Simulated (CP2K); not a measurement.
Consider water at its PBE geometry (Å).

```xyz
3

O     0.0050    0.3991    0.0000
H    -0.7675   -0.1900    0.0000
H     0.7625   -0.2091    0.0000
```

Method: CP2K XAS_TDP, all-electron GAPW, PBEh(45%), aug-cc-pVTZ, TDA, GW2X-corrected core level, no relativity.

Q: Predict the bright core excitations at the O K edge.

Leading lines: O1 533.59 eV. The leading line of an atom is its first one with 35 % of the strongest within 2.5 eV of its lowest line over the strength cut. Core ionisation energies at this level: O1 537.18 eV.

The first six lines of each atom with a strength over 0.0015:

| atom | energy (eV) | states | strength, one atom | above the computed threshold |
| --- | --- | --- | --- | --- |
| O1 (bonded to 2 H) | 533.59 | 1 | 0.0147 |  |
|  | 535.06 | 1 | 0.0305 |  |
|  | 536.86 | 1 | 0.0123 |  |
|  | 537.11 | 1 | 0.0152 |  |
|  | 537.48 | 1 | 0.0115 | yes |
|  | 540.69 | 1 | 0.0073 | yes |

Lines are vertical, at one geometry, with no vibrational structure. GW2X ionisation energies and lines can be off by 1 to 2 eV either way, and a good line position may hide errors that cancel. These values hold no scalar relativity, about 0.4 eV for O 1s. Rydberg lines, and the discretised continuum above threshold, depend on the basis and the box.

[Banner, clock and machine lines of the logs are left out without a mark of their own.]

[Logs are printed without paths, hosts, clocks, repeated set-up lines and the standing remarks that a program may print on its own settings, such as how far it seeks lower states.]

[Hosts, paths, dates, database ids (printed as entryN), source tags and the programs' standing remarks are cut or masked in the printed files.]
